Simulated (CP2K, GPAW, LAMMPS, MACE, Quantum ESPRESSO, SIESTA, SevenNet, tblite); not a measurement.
# How far do other methods lie from plane waves? Glassy 79SiO2-12Al2O3-4SrO-4ZnO (mol %) (76 atoms)

One geometry of glassy 79SiO2-12Al2O3-4SrO-4ZnO (mol %) (76 atoms) is solved by several programs and methods. How far do their forces lie from a plane-wave PBE run?

Results are calculated, not measured.

**1. The cell**

The cell holds 76 atoms (19 Si, 6 Al, 1 Sr, 1 Zn and 49 O), with edges of 10.01, 10.01 and 10.01 Å. Recipe: 76 atoms (19 Si, 6 Al, 1 Sr, 1 Zn, 49 O) placed at random at 2.51 g/cm³, melted at 4000 K for 10 ps at fixed volume with the Morse and Coulomb pair potential with partial charges (Pedone, Malavasi, Menziani, Cormack and Segre, J. Phys. Chem. B 110, 11780 (2006)). Quenched from 4000 K to 300 K at 10 K/ps and fixed volume, held 10 ps at zero pressure. The density is 2.7 g/cm³.

**2. The reference input**

Quantum ESPRESSO 7.5: Kohn-Sham DFT, PBE, SSSP efficiency 1.3.0 pseudopotentials, plane waves. Its input, pw.in:

```
&control
  calculation = 'scf'
  pseudo_dir = './pseudo'
  outdir = './tmp'
  disk_io = 'none'
  tprnfor = .true.
  tstress = .true.
/
&system
  ibrav = 0
  nat = 76
  ntyp = 5
  ecutwfc = 60
  ecutrho = 480
  nosym = .true.
  occupations = 'smearing'
  smearing = 'fd'
  degauss = 0.003675
/
&electrons
  conv_thr = 3.8e-07
  electron_maxstep = 100
  mixing_beta = 0.4
  mixing_mode = 'plain'
  diagonalization = 'david'
/
ATOMIC_SPECIES
Si 28.085 Si.upf
Al 26.982 Al.upf
Sr 87.620 Sr.upf
Zn 65.380 Zn.upf
O 15.999 O.upf
CELL_PARAMETERS angstrom
10.01332 0.00000 0.00000
0.00000 10.01332 0.00000
0.00000 0.00000 10.01332
ATOMIC_POSITIONS crystal
Si 0.29777 0.78359 0.39427
Si 0.04822 0.85620 0.02194
Si 0.07006 0.54744 0.94060
Si 0.79510 0.90619 0.45832
[... 70 atom lines left out ...]
O 0.36743 0.33261 0.00390
O 0.31459 0.80418 0.55543
K_POINTS gamma
```

```console
$ OMP_NUM_THREADS=1 mpirun -np 4 pw.x -in pw.in > output.txt
```

It took 1.9 min on 4 MPI ranks of Arm Neoverse V2, shared host; peak memory 3.1 GiB; 7.6 min of CPU time.

It converged with an r.m.s. force component of 1.5 eV/Å and a pressure of 8.5 GPa.

Its highest filled and lowest empty levels lie 3.90 eV apart on its k-points.

**3. What was run beside it**

- CP2K 2026.2: Gaussian basis with GTH pseudopotentials and a plane-wave density; labels give functional, basis (MOLOPT sets; SR short-range, UZH the newer set with its own potentials), grid cutoff/relative cutoff and solver (OT: orbital transformation; TRS4, TC2, SIGN: linear-scaling purification with its sparsity filter), or its built-in tight binding.
- GPAW 26.7.0: PAW with atomic orbitals (LCAO), plane waves or a real-space grid of spacing h.
- MACE: machine-learned potential, published weights.
- Quantum ESPRESSO 7.5: plane waves; labels (QE) give functional, pseudopotential set and cutoffs of waves/density.
- SIESTA 5.4.2: numerical atomic orbitals, whose automatically made sets are far from complete, with PseudoDojo norm-conserving potentials that we converted to its format (checked against plane waves on the same files for H, C, O, Si, Ge and Ca alone); labels give functional, basis size, energy shift and mesh cutoff.
- SevenNet: machine-learned potential, published weights.
- tblite 0.8.0: extended tight binding, driven from Python.

All use the same cell and atoms, and the electronic-structure runs the same k-mesh.

**4. All runs compared**

Differences are against the reference: forces as r.m.s. over components, share as that over the reference's r.m.s. force, slope as the fitted ratio of a run's forces to the reference's.

| run | Δ force, r.m.s. (meV/Å) | share (%) | slope | Δ pressure (GPa) | Δ gap (eV) | cores | CPU time | memory (GiB) |
| --- | --- | --- | --- | --- | --- | --- | --- | --- |
| reference | - | - | - | - | - | 4 | 7.6 min | 3.1 |
| CP2K PBE, DZVP-MOLOPT-SR, 800/50 Ry, OT DIIS | 106 | 7.18 | 0.970 | -0.440 | 0.0234 | 4 | 7 min | 3.4 |
| CP2K PBE, DZVP-MOLOPT-SR, 800/50 Ry, TRS4 filter 1e-04, SCF 1e-05 (coarse) | 130 | 8.79 | 0.970 | -0.250 | - | 4 | 1.7 min | 3.4 |
| CP2K PBE, DZVP-UZH, 800/50 Ry, diagonalisation | 98.8 | 6.69 | 0.969 | -0.472 | -1.0e-4 | 4 | 5.1 min | 6.1 |
| GPAW LDA, LCAO dzp, h 0.18 Å | 209 | 14.2 | 1.074 | - | -0.262 | 1 | 1.8 min | 1.5 |
| GPAW PBE, LCAO dzp, h 0.15 Å | 314 | 21.3 | 1.121 | - | -0.139 | 1 | 3 min | 2.4 |
| GPAW PBE, LCAO dzp, h 0.18 Å | 315 | 21.3 | 1.121 | - | -0.143 | 1 | 1.9 min | 1.5 |
| GPAW PBE, LCAO szp(dzp), h 0.18 Å (coarse) | 324 | 22.0 | 1.105 | - | -0.0766 | 1 | 89 s | 1.4 |
| MACE MP-0b2 small potential | 101 | 6.86 | 0.965 | -0.212 | - | 1 | 4.9 s | 0.7 |
| MACE MPA-0 medium potential | 66.8 | 4.52 | 0.981 | -0.105 | - | 1 | 5.9 s | 1.1 |
| QE PBE, sssp-1.3.0-efficiency, 25/200 Ry (coarse) | 93.8 | 6.35 | 0.996 | -93.5 | -0.22 | 2 | 1.8 min | 0.86 |
| SIESTA PBE, DZP, shift 0.01 Ry, mesh 500 Ry | 186 | 12.6 | 1.046 | 2.37 | -0.296 | 2 | 5 min | 2.2 |
| SIESTA PBE, SZP, shift 0.01 Ry, mesh 500 Ry (coarse) | 440 | 29.8 | 1.196 | 8.21 | -0.233 | 2 | 3.9 min | 2.0 |
| SevenNet 0 potential | 72.8 | 4.93 | 0.974 | -0.528 | - | 1 | 5.9 s | 0.92 |
| tblite GFN1-xTB | 621 | 42.1 | 0.870 | -1.62 | - | 1 | 4.3 s | 0.13 |

Rows marked coarse were listed beforehand as settings not expected to be converged; some can still land near the reference.

Times of the machine-learned potentials are mostly Python's start and the loading of weights.

CPU time is summed over cores on shared hosts, so it is rough.

**5. What came out**

Forces lie from 4.5 % (MACE MPA-0 medium potential) to 42 % (tblite GFN1-xTB) of the reference's r.m.s. force of 1.5 eV/Å away from it. The PBE runs in local orbitals, coarse settings apart, differ by 6.7 % (CP2K PBE, DZVP-UZH, 800/50 Ry, diagonalisation) to 21 % (GPAW PBE, LCAO dzp, h 0.18 Å); basis, grid and potentials can all enter. Tight binding differs by 42 % (tblite GFN1-xTB); it is another model, with fitted parameters of its own, and the xTB methods hold dispersion. Machine-learned potentials differ by 4.5 % (MACE MPA-0 medium potential) to 6.9 % (MACE MP-0b2 small potential); they were trained on other programs' data.

Rows with another functional or a dispersion term differ by 14 % (GPAW LDA, LCAO dzp, h 0.18 Å), which mixes the change of model with differences of basis and potentials. Runs with settings chosen to be coarse differ by 6.4 % (QE PBE, sssp-1.3.0-efficiency, 25/200 Ry) to 30 % (SIESTA PBE, SZP, shift 0.01 Ry, mesh 500 Ry), their programs' other errors included. SIESTA PBE, SZP, shift 0.01 Ry, mesh 500 Ry stiffens the forces by a factor of 1.20 while following their directions (correlation 0.983); the slopes of the 2 SIESTA runs lie between 1.05 and 1.20. From GPAW PBE, LCAO dzp, h 0.18 Å to the finer GPAW PBE, LCAO dzp, h 0.15 Å the share goes from 21.3 to 21.3 %, so the grid isn't what parts these runs from the reference. Pressures at PBE, coarse settings apart, lie -0.47 to +2.37 GPa from the reference's. Gaps at PBE, coarse settings apart, lie -0.30 to +0.02 eV from the reference's. A pressure off by over 25 GPa (QE PBE, sssp-1.3.0-efficiency, 25/200 Ry) is no usable stress for this cell.

**Limits.** Periodic xTB results under one method name differ between programs and library versions. The potentials hold different valence shells: 418 electrons in the reference, 410 in CP2K with DZVP-UZH and 410 in GPAW; this bears on time and differences. The reference's pressure holds the uncorrected Pulay stress of its 60 Ry basis, so small pressure differences may be the reference's own error. Machine-learned potentials mimic data converged in k, so the reference's own k-point error enters their differences. The quench rate of 10 K/ps is many orders above laboratory rates, so the cell is likely richer in defects and strain than a real sample. The network of bonds at the start is that of the classical potential that made the cell, and needn't be the one that DFT or experiment would give. The electronic-structure runs sample only Γ, in a cell whose shortest periodic width is 10 Å. Where levels are smeared, the DFT runs use Fermi–Dirac occupations at 580 K (0.05 eV), and energies are free energies. The reference's cutoffs and mesh weren't converged further here.

[Logs are printed without paths, hosts, clocks, repeated set-up lines and the standing remarks that a program may print on its own settings, such as how far it seeks lower states.]

[Hosts, paths, dates, database ids (printed as entryN), source tags and the programs' standing remarks are cut or masked in the printed files.]

[Cells were taken only where this reference lay near another plane-wave run.]
